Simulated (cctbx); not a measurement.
**Which space group?**

Cell: a = 11.9730 Å, b = 7.0030 Å, c = 9.0620 Å, α = 90.00°, β = 90.00°, γ = 90.00°. Expected content of the cell: Lu8 Ru4 Fe8 Cr36.

The data are simulated with cctbx, not measured: Cu Kα, λ = 1.54184 Å, to d = 0.83 Å, 80 % of the full sphere, strongest reflection 20000 counts, noise from counting, a 6 % proportional error and a noise floor of 4 counts (s.d.); no absorption.

A first pass over the reflections prints:

```text
4384 reflections to d = 0.830 A
centring   violations  <I/sigma> of those
    A        848 of  2221      4.8
    B        848 of  2214      4.8
    C          0 of  2181     -0.0
    I        820 of  2208      4.4
    R       1122 of  2923      4.6
    F        848 of  3308      3.2
Laue class    unique    Rint  (classes that these axes allow; Friedel mates merged)
C 1 2/m 1         750   0.052
C 2/m 1 1         731   0.051
C m m m           425   0.056
space group    extra absences  I>4sigma  <I/sigma>
C 2 2 21                6          0      -0.7  acentric
C 2 2 2                 0          0         -  acentric
C m m 2                 0          0         -  acentric
C m c 21               92          0       0.1  acentric
C 2 m m                 0          0         -  acentric
C m 2 m                 0          0         -  acentric
C 2 c m                92          0       0.1  acentric
C m c m                92          0       0.1  centric
C m m m                 0          0         -  centric
Wilson B = 0.96 A^2   <|E^2-1|> = 1.000 (0.968 centric, 0.736 acentric)   E^2>4: 4.5 %
shell (A)         n   <I/sigma>
 9.06 - 1.66     63     18.4
 1.66 - 1.32     56     20.8
 1.32 - 1.15     46     20.4
 1.15 - 1.05     58     17.4
 1.05 - 0.97     49     18.3
 0.97 - 0.91     52     20.9
 0.91 - 0.87     42     17.7
 0.87 - 0.83     59     16.8
```

**Question.** What are the lattice type, the Laue class and the likely space group?

The reflections that C centring forbids are absent (⟨I/σ⟩ near 0), so the lattice is C.

Rint stays low (0.051 to 0.056) up to C m m m, the highest class in these axes.

9 settings pass the absence test. The most absences obeyed, 92, belong to C m c 21, C 2 c m and C m c m, which absences can't tell apart.

⟨|E²−1|⟩ = 1.000 leans to a centrosymmetric structure. The Wilson B of 0.96 Å² means U ≈ 0.0122 Å².

The true group is Cmcm (no. 63), Laue class mmm, centrosymmetric. The tables only narrow the choice to the tied entries; cell content, site symmetry and trial solutions must settle it.

The model is made up (kin elements in a known structure type, no relaxation), so it says nothing on whether the phase exists.

[Logs are printed without paths, hosts, clocks, repeated set-up lines and the standing remarks that a program may print on its own settings, such as how far it seeks lower states.]
